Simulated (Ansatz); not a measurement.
# Direct or indirect: RbZnCl3 (Pm-3m)

```
Rb Zn Cl
1.0
     5.00765    0.00000    0.00000
     0.00000    5.00765    0.00000
     0.00000    0.00000    5.00765
Rb Zn Cl
1 1 3
Direct
  0.00000 0.00000 0.00000
  0.50000 0.50000 0.50000
  0.50000 0.50000 0.00000
  0.50000 0.00000 0.50000
  0.00000 0.50000 0.50000
```

Method: Ansatz, PBE, independent particles, without spin-orbit coupling, line width 0.1 eV (Gaussian). The band structure gives a fundamental gap of 1.39 eV. The spectrum of vertical transitions near the edge:

```tsv
E (eV)	Im ε, E ∥ xyz
0.90	0.00
1.02	0.00
1.14	0.00
1.26	0.00
1.38	0.00
1.50	0.00
1.62	0.00
1.74	0.06
1.86	0.26
1.98	0.47
2.10	0.58
2.22	0.63
2.34	0.66
2.46	0.69
2.58	0.70
2.70	0.71
2.82	0.72
2.94	0.73
3.06	0.74
```

(1) Is the gap direct or indirect, and about where do vertical transitions set in?

## Answers

(1) Indirect, by the band path, whose least direct gap is 1.81 eV. The curves fit this: they stay near zero above 1.39 eV and rise only from about 1.8 eV, though a forbidden direct transition would look alike. Lines are broadened by 0.1 eV, which spreads the edge, and phonons, which would give weak absorption from the fundamental gap up, are left out.

Cells made by substitution are models, which may or may not match a known phase.

[Logs are printed without paths, hosts, clocks, repeated set-up lines and the standing remarks that a program may print on its own settings, such as how far it seeks lower states.]
